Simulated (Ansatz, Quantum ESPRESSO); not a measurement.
# F-SiC-F chair, 1 layer in an electric field, part 6 of 6

Aim: how F-SiC-F chair, 1 layer screens a field along its normal, and what the field does to its bands.

Quantum ESPRESSO 7.5; plane-wave DFT, RPBE, GBRV ultrasoft pseudopotentials made under PBE; geometry and cross-check by Ansatz 0.2.0 with PAW datasets.

So far. Step 14 (Density by pp.x): The density integrates to 22.000 electrons, as the 22 of the input ask. Step 19 (Cross-check with Ansatz: field 0.1 V/Å): At 0.1 V/Å Ansatz's dipole is 0.0124 e Å against 0.0110 from pw.x, under another functional.

## (22) SCF with pw.x, with smearing = mp, degauss = 0.05 and conv_thr = 1e-05

How much does a setting matter? One run is repeated with a change.

Level of this step: plane-wave DFT, RPBE, GBRV ultrasoft pseudopotentials made under PBE (Quantum ESPRESSO 7.5). input_dft overrides the functional of the files.

f1.w0.in

```
&control
  prefix = 'f1.w0'
  outdir = './out'
  pseudo_dir = './pseudo'
  calculation = 'scf'
  tprnfor = .true.
  tefield = .true.
  dipfield = .true.
/
&system
  ibrav = 0
  nat = 4
  ntyp = 3
  ecutwfc = 40
  ecutrho = 200
  input_dft = 'rpbe'
  occupations = 'smearing'
  smearing = 'mp'
  degauss = 0.05
  edir = 3
  emaxpos = 0.97
  eopreg = 0.04
  eamp = 0.00194469
/
&electrons
  conv_thr = 1e-05
  mixing_beta = 0.4
  electron_maxstep = 120
  mixing_mode = 'plain'
/
ATOMIC_SPECIES
  F   18.9984  f_pbe_v1.4.uspp.F.UPF
  C   12.0110  c_pbe_v1.2.uspp.F.UPF
  Si  28.0850  si_pbe_v1.uspp.F.UPF
CELL_PARAMETERS angstrom
  3.16858324911543 0.00000000000000 0.00000000000000
  -1.58429162455771 2.74407358773980 -0.00000000000000
  0.00000000000000 -0.00000000000000 20.63333333330000
ATOMIC_POSITIONS crystal
  F   0.666666666667 0.333333333333 0.410407102939
  C   0.666666666667 0.333333333333 0.479934719151
  Si  0.333333333333 0.666666666667 0.507506111400
  F   0.333333333333 0.666666666667 0.585189223210
K_POINTS automatic
  12 12 1 0 0 0
```

Run with:

```
> OMP_NUM_THREADS=1 mpirun -n 4 pw.x -nk 4 -in f1.w0.in > f1.w0.out
```

The program printed:

```text
[banner, memory and clock lines left out]
Program PWSCF v.7.5 starts
[citation notice left out]

[...]
bravais-lattice index     =            0
     lattice parameter (alat)  =       5.9878  a.u.
     unit-cell volume          =    1210.6730 (a.u.)^3
     number of atoms/cell      =            4
     number of atomic types    =            3
     number of electrons       =        22.00
     number of Kohn-Sham states=           15
     kinetic-energy cutoff     =      40.0000  Ry
     charge density cutoff     =     200.0000  Ry
     scf convergence threshold =      1.0E-05
     mixing beta               =       0.4000
     number of iterations used =            8  plain     mixing
     Exchange-correlation= RPBE
                           (   1   4  44   4   0   0   0)

[...]
PseudoPot. # 1 for F  read from file:
     ./pseudo/f_pbe_v1.4.uspp.F.UPF
     Pseudo is Ultrasoft, Zval =  7.0
     Generated by new atomic code, or converted to UPF format
     Using radial grid of  799 points,  4 beta functions with:
                l(1) =   0
                l(2) =   0
                l(3) =   1
                l(4) =   1
     Q(r) pseudized with  8 coefficients,  rinner =    0.950   0.950   0.950

     PseudoPot. # 2 for C  read from file:
     ./pseudo/c_pbe_v1.2.uspp.F.UPF
     Pseudo is Ultrasoft + core correction, Zval =  4.0
     Generated by new atomic code, or converted to UPF format
     Using radial grid of  721 points,  4 beta functions with:
                l(1) =   0
                l(2) =   0
                l(3) =   1
                l(4) =   1
     Q(r) pseudized with  8 coefficients,  rinner =    1.100   1.100   1.100

     PseudoPot. # 3 for Si read from file:
     ./pseudo/si_pbe_v1.uspp.F.UPF
     Pseudo is Ultrasoft + core correction, Zval =  4.0
     Generated by new atomic code, or converted to UPF format
     Using radial grid of  899 points,  6 beta functions with:
                l(1) =   0
                l(2) =   0
                l(3) =   1
                l(4) =   1
                l(5) =   2
                l(6) =   2
     Q(r) pseudized with  8 coefficients,  rinner =    0.900   0.900   0.900
                                                       0.900   0.900

     atomic species   valence    mass     pseudopotential
     F                 7.00    18.99840     F ( 1.00)
     C                 4.00    12.01100     C ( 1.00)
     Si                4.00    28.08500     Si( 1.00)

     No symmetry found

[...]
number of k points=    74  Methfessel-Paxton smearing, width (Ry)=  0.0500
[...]
Dense  grid:    58021 G-vectors     FFT dimensions: (  27,  27, 180)

     Smooth grid:    41173 G-vectors     FFT dimensions: (  25,  25, 160)

     Initial potential from superposition of free atoms

     starting charge      21.9993, renormalised to      22.0000

     negative rho (up, down):  6.358E-04 0.000E+00

     Adding external electric field

     Computed dipole along edir(3) :
        Dipole                0.0003 Ry au,          0.0007 Debye
        Dipole field          0.0000 Ry au,

        E field amplitude [Ha a.u.]:  1.9447E-03
        Potential amp.        0.1454 Ry
        Total length         37.4317 bohr

     Starting wfcs are   16 randomized atomic wfcs

     per-process dynamical memory:    59.2 Mb

     Self-consistent Calculation

     iteration #  1     ecut=    40.00 Ry     beta= 0.40
     Davidson diagonalization with overlap
     ethr =  1.00E-02,  avg # of iterations =  3.1

     negative rho (up, down):  4.937E-04 0.000E+00

     Adding external electric field

     Computed dipole along edir(3) :
        Dipole                0.0221 Ry au,          0.0561 Debye
        Dipole field          0.0002 Ry au,

        E field amplitude [Ha a.u.]:  1.9447E-03
        Potential amp.        0.1284 Ry
        Total length         37.4317 bohr

     total energy              =    -118.43748802 Ry
     estimated scf accuracy    <       0.43486358 Ry

     iteration #  2     ecut=    40.00 Ry     beta= 0.40
[...]
negative rho (up, down):  5.176E-04 0.000E+00

[...]
Dipole               -0.0012 Ry au,         -0.0030 Debye
[...]
E field amplitude [Ha a.u.]:  1.9447E-03
[...]
total energy              =    -118.50065178 Ry
     estimated scf accuracy    <       0.04170460 Ry

     iteration #  3     ecut=    40.00 Ry     beta= 0.40
[...]
negative rho (up, down):  5.662E-04 0.000E+00

[...]
Dipole                0.0395 Ry au,          0.1005 Debye
[...]
E field amplitude [Ha a.u.]:  1.9447E-03
[...]
total energy              =    -118.50359653 Ry
     estimated scf accuracy    <       0.01066327 Ry

     iteration #  4     ecut=    40.00 Ry     beta= 0.40
[...]
negative rho (up, down):  6.064E-04 0.000E+00

[...]
Dipole                0.0131 Ry au,          0.0332 Debye
[...]
E field amplitude [Ha a.u.]:  1.9447E-03
[...]
total energy              =    -118.50423528 Ry
     estimated scf accuracy    <       0.00243781 Ry

     iteration #  5     ecut=    40.00 Ry     beta= 0.40
[...]
negative rho (up, down):  6.250E-04 0.000E+00

[...]
Dipole                0.0248 Ry au,          0.0631 Debye
[...]
E field amplitude [Ha a.u.]:  1.9447E-03
[...]
total energy              =    -118.50459558 Ry
     estimated scf accuracy    <       0.00038750 Ry

     iteration #  6     ecut=    40.00 Ry     beta= 0.40
[...]
negative rho (up, down):  6.340E-04 0.000E+00

[...]
Dipole                0.0213 Ry au,          0.0542 Debye
[...]
E field amplitude [Ha a.u.]:  1.9447E-03
[...]
total energy              =    -118.50466446 Ry
     estimated scf accuracy    <       0.00002484 Ry

     iteration #  7     ecut=    40.00 Ry     beta= 0.40
[...]
negative rho (up, down):  6.495E-04 0.000E+00

[...]
Dipole                0.0199 Ry au,          0.0506 Debye
[...]
E field amplitude [Ha a.u.]:  1.9447E-03
[...]
End of self-consistent calculation

          k = 0.0000 0.0000 0.0000 (  5107 PWs)   bands (ev):

   -28.6486 -28.4128 -17.3547 -11.7901  -9.8007  -8.7990  -8.7990  -8.3497
    -8.3497  -4.4402  -4.4402  -2.3571   1.3869   2.9231   2.9231

          k = 0.0000 0.0962 0.0000 (  5103 PWs)   bands (ev):

   -28.6364 -28.4031 -17.2695 -11.7767  -9.8252  -8.9716  -8.8445  -8.3895
    -8.3607  -4.8292  -4.5359  -2.1057   1.6053   2.2952   2.7126

[...]
the Fermi energy is    -3.2564 ev

!    total energy              =    -118.50467356 Ry
     estimated scf accuracy    <       0.00000258 Ry
     smearing contrib. (-TS)   =       0.00053931 Ry
     internal energy E=F+TS    =    -118.50521286 Ry

     The total energy is F=E-TS. E is the sum of the following terms:
     one-electron contribution =    -766.86995451 Ry
     hartree contribution      =     388.96428512 Ry
     xc contribution           =     -26.81986040 Ry
     ewald contribution        =     286.22039022 Ry
     electric field correction =      -0.00007329 Ry

     convergence has been achieved in   7 iterations

     negative rho (up, down):  6.495E-04 0.000E+00

     Forces acting on atoms (cartesian axes, Ry/au):

     atom    1 type  1   force =     0.00000109    0.00000028   -0.01496629
     atom    2 type  2   force =    -0.00000000   -0.00000050    0.00920700
     atom    3 type  3   force =     0.00000110    0.00000055   -0.00292448
     atom    4 type  1   force =    -0.00000219   -0.00000033    0.00868377

     Total force =     0.019817     Total SCF correction =     0.004246
     SCF correction compared to forces is large: reduce conv_thr to get better values

[...]
```

The job ended after 14 s (4 MPI ranks of Arm Neoverse V2, shared host; peak memory 0.41 GiB; 56 s of CPU time).

The changed values were drawn from a wide range, not chosen for quality; the comparison shows what they did here together.

Beside the run it was changed from:

```
                     quantity   this run  unchanged run  difference
dipole along the normal (e·Å)    0.01053        0.01103     -5.0e-4
             free energy (eV)  -1612.338      -1612.339      0.0010
                wall time (s)         14             17            
               SCF iterations          7              7
```

The free energy moves by +0.25 meV an atom.

This run starts from superposed atoms, the unchanged one from a saved density, so their iteration counts don't compare.

The free energy holds the smearing's entropy term, so it moves with degauss by construction.

The physical values in this table move by up to 4.5 %.

## (23) Self-consistent run, with nbnd = 4

One more run, with a changed input.

f1.bad.in

```
&control
  prefix = 'f1.bad'
  outdir = './out'
  pseudo_dir = './pseudo'
  calculation = 'scf'
  tprnfor = .true.
  tefield = .true.
  dipfield = .true.
/
&system
  ibrav = 0
  nat = 4
  ntyp = 3
  ecutwfc = 40
  ecutrho = 200
  input_dft = 'rpbe'
  occupations = 'smearing'
  smearing = 'fd'
  degauss = 0.004
  edir = 3
  emaxpos = 0.97
  eopreg = 0.04
  eamp = 0.00194469
  nbnd = 4
/
&electrons
  conv_thr = 1e-09
  mixing_beta = 0.4
  electron_maxstep = 100
  mixing_mode = 'plain'
/
ATOMIC_SPECIES
  F   18.9984  f_pbe_v1.4.uspp.F.UPF
  C   12.0110  c_pbe_v1.2.uspp.F.UPF
  Si  28.0850  si_pbe_v1.uspp.F.UPF
CELL_PARAMETERS angstrom
  3.16858324911543 0.00000000000000 0.00000000000000
  -1.58429162455771 2.74407358773980 -0.00000000000000
  0.00000000000000 -0.00000000000000 20.63333333330000
ATOMIC_POSITIONS crystal
  F   0.666666666667 0.333333333333 0.410407102939
  C   0.666666666667 0.333333333333 0.479934719151
  Si  0.333333333333 0.666666666667 0.507506111400
  F   0.333333333333 0.666666666667 0.585189223210
K_POINTS automatic
  12 12 1 0 0 0
```

Run with:

```
> OMP_NUM_THREADS=1 mpirun -n 4 pw.x -nk 4 -in f1.bad.in > f1.bad.out
```

The program printed:

```text
[banner, memory and clock lines left out]
Program PWSCF v.7.5 starts

          URL

     Presently no symmetry can be used with electric field

     IMPORTANT: XC functional enforced from input :
     Exchange-correlation= RPBE
                           (   1   4  44   4   0   0   0)
     Any further DFT definition will be discarded
     Please, verify this is what you really want

 %%%%%%%%%%%%%%%%%%%%%%%%%%%%%%%%%%%%%%%%%%%%%%%%%%%%%%%%%%%%%%%%%%%%%%%%%%%%%%
     Error in routine setup (1):
     too few bands
 %%%%%%%%%%%%%%%%%%%%%%%%%%%%%%%%%%%%%%%%%%%%%%%%%%%%%%%%%%%%%%%%%%%%%%%%%%%%%%

     stopping ...
[the rest left out]
```

Elapsed: 0.61 s, on 4 MPI ranks; peak memory 0.11 GiB.

The program refused the input before any cycle.

The fault put into the input: too few bands (system.nbnd = 4).

The message: “setup (1): too few bands”. nbnd must at least hold the electrons; leave it out or raise it.

## (24) By hand

α = Δp/E = (0.01103 − (-0.00533)) e Å / 0.1 V/Å = 0.1636 e Å²/V; times e/(4πε₀) = 14.40 V Å this is 2.356 Å³. With A = 8.695 Å², 4πα/A = 3.406 Å.

## (25) Summary of results

```yaml
polarisability_along_the_normal_a_cell: 2.36 Å³
sheet_polarisability_4pi_alpha_a: 3.41 Å
dipole_without_a_field: -0.0053 e·Å
kohn_sham_ionisation_potential_upper_face: 7.61 eV
gap_along_the_path_at_0_v_a: 2.09 eV
gap_along_the_path_at_0p2_v_a: 2.09 eV
gap_along_the_path_at_minus_0p2_v_a: 2.08 eV
```

**Reading.** The sheet answers a field with a polarisability of 2.36 Å³ a cell, or 4πα/A = 3.41 Å (RPBE, GBRV ultrasoft (made under PBE)). In pw.x the dipole follows the field linearly over the range tried. A perfect conductor 3.41 Å thick would screen alike; the outer atoms lie 3.61 Å apart. At 0.1 V/Å the sheet takes 0.341 eV off the potential drop. At 0.2 V/Å the gap along the path is unchanged within 0.01 eV. Quantum ESPRESSO and Ansatz give 2.356 and 2.363 Å³ for the polarisability (pw.x from 0 and 0.1 V/Å, Ansatz from ±0.1 V/Å, under PBE), which agree. The ions stay at their zero-field places, so this is the electrons' response alone. Semilocal gaps are too small, and in strong fields empty levels can belong to the vacuum.

[Logs are printed without paths, hosts, clocks, repeated set-up lines and the standing remarks that a program may print on its own settings, such as how far it seeks lower states.]

[Hosts, paths, dates, database ids (printed as entryN), source tags and the programs' standing remarks are cut or masked in the printed files.]

[Maps of the electrostatic potential energy from Ansatz leave out the sawtooth potential of an applied field or a dipole correction, so their vacuum need not be flat; planar profiles and work functions include it.]
